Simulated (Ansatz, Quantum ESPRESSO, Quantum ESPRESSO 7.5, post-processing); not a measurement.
# Work function of relaxed Y(0001) under two functionals

Aim: the work function of the relaxed basal face of Y, and how far the functional matters.

Calculated with Quantum ESPRESSO 7.5; plane-wave DFT, PBE, GBRV ultrasoft pseudopotentials (geometry and cross-check by Ansatz 0.2.0 with PAW datasets; geometry under PBE).

**Measured values to reproduce.**

“Anisotropic work function of elemental crystals” (2019, arxiv:1902.07811) quotes from earlier work for Y (polycrystalline sample, no single face): work function, loosely compared (polycrystalline sample, no single face) 3.1 eV.

Most raw output is cut from this account.

## Step 1: The structure

The cell holds 6 atoms: 6 Y. Its edges and angles: a = 3.650 Å, b = 3.650 Å, c = 30.335 Å, α = 90.0°, β = 90.0°, γ = 60.0°. It derives from Y. Vacuum lies along c.

Structure file:

```
Y
1.0
     3.65000    0.00000    0.00000
     1.82500    3.16099    0.00000
     0.00000    0.00000   30.33537
Y
6
Cartesian
  3.6500 2.1073 8.0000
  0.0000 0.0000 10.8671
  3.6500 2.1073 13.7341
  0.0000 0.0000 16.6012
  3.6500 2.1073 19.4683
  0.0000 0.0000 22.3354
```

## Step 2: Geometry from Ansatz of (0001)

A relaxation in Ansatz fixes the structure of this slab for the runs on it.

Input file input.yaml:

```yaml
crystal:
  lattice:
    - [3.65, 0.0, 0.0]
    - [1.825, 3.1609927238, 0.0]
    - [0.0, 0.0, 30.335375]
  atoms:
    - { symbol: "Y", position: [0.6666666667, 0.6666666667, 0.2637185135] }
    - { symbol: "Y", position: [0.0, 0.0, 0.3582311081] }
    - { symbol: "Y", position: [0.6666666667, 0.6666666667, 0.4527437027] }
    - { symbol: "Y", position: [0.0, 0.0, 0.5472562973] }
    - { symbol: "Y", position: [0.6666666667, 0.6666666667, 0.6417688919] }
    - { symbol: "Y", position: [0.0, 0.0, 0.7362814865] }
kpoints:
  mp_grid: { grid: [12, 12, 1] }
hamiltonian:
  xc: pbe
scf:
  occupations: { method: fermi_dirac, width: 0.1 }
  convergence: { dr2_threshold: 1.0e-08 }
efield:
  axis: 3
  dipole_correction: true
  ramp_position: 0.97
  ramp_width: 0.04
relax:
  f_tol: 0.01
  constraints: [{ sites: [2, 3] }]
output:
  write_potential: true
  write_density: true
  volumetric_format: npy
```

On the command line:

```
ansatz run input.yaml --threads 4 --pin off --max-ram 8192MiB --backend cpu --events-out ev --progress --plain --runs-dir out
```

It took 15 s on 4 threads of Arm Neoverse V2, shared host; peak memory 0.79 GiB.

Step by step:

| step | energy less that of the first step (eV) | largest force component (eV/Å) |
| --- | --- | --- |
| 1 | 0.0000 | 0.1767 |
| 2 | -0.0169 | 0.0028 |

The atoms that moved most (Å):

| atom | dx | dy | dz | length |
| --- | --- | --- | --- | --- |
| Y1 | 0.000 | 0.000 | 0.086 | 0.086 |
| Y6 | 0.000 | 0.000 | -0.086 | 0.086 |
| Y5 | 0.000 | 0.000 | 0.007 | 0.007 |
| Y2 | 0.000 | 0.000 | -0.007 | 0.007 |

Final coordinates:

```xyz
6
Lattice="3.6500 0.0000 0.0000 1.8250 3.1610 0.0000 0.0000 0.0000 30.3354" Properties=species:S:1:pos:R:3
Y     3.6500    2.1073    8.0856
Y     0.0000    0.0000   10.8599
Y     3.6500    2.1073   13.7342
Y     0.0000    0.0000   16.6012
Y     3.6500    2.1073   19.4755
Y     0.0000    0.0000   22.2498
```

The relaxation lowers the energy by 3 meV an atom. Held were the atoms numbered 3 and 4; the forces quoted are those on the free ones.

Read from the output:

| Item | Value |
| --- | --- |
| free energy | -23090.7824 eV |
| energy at zero smearing | -23090.5697 eV |
| smearing term TS | 0.4254 eV |
| Fermi energy | 3.914 eV |
| symmetry operations | 6 |
| work function of the upper face | 3.354 eV |
| work function of the lower face | 3.354 eV |
| dipole along the normal | 4.98e-6 e·Å |

## Step 3: Self-consistent run of (0001), PBE

Both faces of the slab are alike, so a plain periodic cell serves and symmetry is kept.

Level of this step: plane-wave DFT, PBE, GBRV ultrasoft pseudopotentials (Quantum ESPRESSO 7.5).

Input file 0001.pbe.in:

```
&control
  prefix = '0001.pbe'
  outdir = './out'
  pseudo_dir = './pseudo'
  calculation = 'scf'
  tprnfor = .true.
/
&system
  ibrav = 0
  nat = 6
  ntyp = 1
  ecutwfc = 40
  ecutrho = 200
  occupations = 'smearing'
  smearing = 'mv'
  degauss = 0.02
/
&electrons
  conv_thr = 1e-07
  mixing_beta = 0.4
  electron_maxstep = 120
  mixing_mode = 'local-TF'
/
ATOMIC_SPECIES
  Y   88.9058  y_pbe_v1.4.uspp.F.UPF
CELL_PARAMETERS angstrom
  3.64999999999238 0.00000000000000 0.00000000000000
  1.82499999999619 3.16099272380660 0.00000000000000
  0.00000000000000 0.00000000000000 30.33537500000000
ATOMIC_POSITIONS crystal
  Y   0.666666666667 0.666666666667 0.266540196292
  Y   0.000000000000 -0.000000000000 0.357994591207
  Y   0.666666666667 0.666666666667 0.452743702700
  Y   0.000000000000 0.000000000000 0.547256297300
  Y   0.666666666667 0.666666666667 0.642005442375
  Y   -0.000000000000 0.000000000000 0.733459877738
K_POINTS automatic
  12 12 1 0 0 0
```

On the command line:

```
OMP_NUM_THREADS=1 mpirun -n 4 pw.x -nk 4 -in 0001.pbe.in > 0001.pbe.out
```

Wall time 87 s (4 MPI ranks); peak memory 0.88 GiB; 5.8 min of CPU time.

This step gave:

* free energy: -7575.5408 eV
* Fermi energy: 4.054 eV

## Step 4: Electrostatic potential of (0001)

The vacuum level is read from the electrostatic potential (plot_num = 11), averaged over planes.

Input file 0001.pbe.pot.in:

```
&inputpp
  prefix = '0001.pbe'
  outdir = './out'
  filplot = '0001.pbe.pot.dat'
  plot_num = 11
/
```

On the command line:

```
OMP_NUM_THREADS=1 mpirun -n 4 pp.x -in 0001.pbe.pot.in > 0001.pbe.pot.out
```

Elapsed: 0.88 s, on 4 MPI ranks; peak memory 0.12 GiB.

Numbers from this step:

- work function of the upper face: 3.285 eV
- slope of the potential above: 0.002625 eV/Å
- upper vacuum line continued to the top atoms, over the Fermi level: 3.271 eV
- work function of the lower face: 3.285 eV
- slope of the potential below: -0.001724 eV/Å
- lower vacuum line continued to the bottom atoms, over the Fermi level: 3.276 eV

The potential energy, planar mean oscillates, so the rows of the table below give means over windows of 2.87 Å about each position, cut where the curve ends. Its maxima inside the range that stand out by 2 % of the span (Å: eV): 9.4: 0.595, 12.2: 0.751, 15.2: 0.807, 18.1: 0.751, 20.9: 0.596. Its minima: 8.1: -20.4, 10.9: -19.8, 13.7: -20.1, 16.6: -20.1, 19.4: -19.8, 22.2: -20.4.

Electrostatic potential energy of an electron; zero at the Fermi level. The potential energy, planar mean by z; means over each step:

| z (Å) | potential energy, planar mean (eV) |
| --- | --- |
| 1.44 | 3.29 |
| 4.30 | 3.21 |
| 7.17 | -6.28 |
| 10.04 | -7.63 |
| 12.91 | -7.40 |
| 15.78 | -7.41 |
| 18.65 | -7.32 |
| 21.52 | -7.77 |
| 24.39 | 1.61 |
| 27.26 | 3.28 |
| 30.13 | 3.29 |

## Step 5: Self-consistent run of (0001), PBEsol

The same atoms under a second functional.

Level of this step: plane-wave DFT, PBEsol, GBRV ultrasoft pseudopotentials (Quantum ESPRESSO 7.5).

0001.pbesol.in, as its differences from the input of step 3:

```diff
@@ -1,3 +1,3 @@
 &control
-  prefix = '0001.pbe'
+  prefix = '0001.pbesol'
   outdir = './out'
@@ -24,3 +24,3 @@
 ATOMIC_SPECIES
-  Y   88.9058  y_pbe_v1.4.uspp.F.UPF
+  Y   88.9058  y_pbesol_v1.4.uspp.F.UPF
 CELL_PARAMETERS angstrom
```

On the command line:

```
OMP_NUM_THREADS=1 mpirun -n 4 pw.x -nk 4 -in 0001.pbesol.in > 0001.pbesol.out
```

The job ended after 74 s (4 MPI ranks; peak memory 0.71 GiB).

This step gave:

| Quantity | Value |
| --- | --- |
| free energy | -7562.2776 eV |
| Fermi energy | 3.967 eV |

## Step 6: Electrostatic potential of (0001)

Input file 0001.pbesol.pot.in:

```
&inputpp
  prefix = '0001.pbesol'
  outdir = './out'
  filplot = '0001.pbesol.pot.dat'
  plot_num = 11
/
```

On the command line:

```
OMP_NUM_THREADS=1 mpirun -n 4 pp.x -in 0001.pbesol.pot.in > 0001.pbesol.pot.out
```

Run time: 0.88 s. Hardware: 4 MPI ranks; peak memory 0.12 GiB.

This step gave:

| Quantity | Value |
| --- | --- |
| work function of the upper face | 3.338 eV |
| slope of the potential above | 0.002372 eV/Å |
| upper vacuum line continued to the top atoms, over the Fermi level | 3.326 eV |
| work function of the lower face | 3.339 eV |
| slope of the potential below | -0.001556 eV/Å |
| lower vacuum line continued to the bottom atoms, over the Fermi level | 3.330 eV |

On (0001) the work function under PBEsol lies +0.05 eV from PBE's.

## Step 7: The series side by side

All levels:

| level | work function (eV) | Ansatz, PBE (eV) | CPU time (s) |
| --- | --- | --- | --- |
| (0001), PBE | 3.285 | 3.354 | 346.4 |
| (0001), PBEsol | 3.338 | - | 295.8 |

## Step 8: The arithmetic

For (0001) under PBE, on the run's own zero: φ = 7.340 − (4.054) = 3.286 eV.

## Step 9: What came out

```json
{"work function of (0001), PBE": "3.29 eV", "work function of (0001), PBEsol": "3.34 eV"}
```

**Reading.** Under PBE the work function is 3.29 eV on (0001). PBEsol lies +0.05 eV from PBE on the same atoms. The top two spacings change by -3.2 and +0.3 % on (0001). Ansatz, with Fermi-Dirac smearing and its own datasets, agrees within 0.07 eV under PBE. The slabs are thin and unreconstructed, at the tabulated lattice constant; thickness and mesh leave some 0.05 to 0.1 eV open.

Computed beside measured:

```
                                                                     quantity  measured      (0001), PBE
work function, loosely compared (polycrystalline sample, no single face) (eV)       3.1  3.29 (+0.19 eV)
```

Measured values from arxiv:1902.07811 (2019).

How well it matches: The work function, set beside that of the polycrystal, is off by +0.19 eV. A polycrystal averages over faces, so this is a loose comparison.

[Logs are printed without paths, hosts, clocks, repeated set-up lines and the standing remarks that a program may print on its own settings, such as how far it seeks lower states.]

[Hosts, paths, dates, database ids (printed as entryN), source tags and the programs' standing remarks are cut or masked in the printed files.]

[Maps of the electrostatic potential energy from Ansatz leave out the sawtooth potential of an applied field or a dipole correction, so their vacuum need not be flat; planar profiles and work functions include it.]
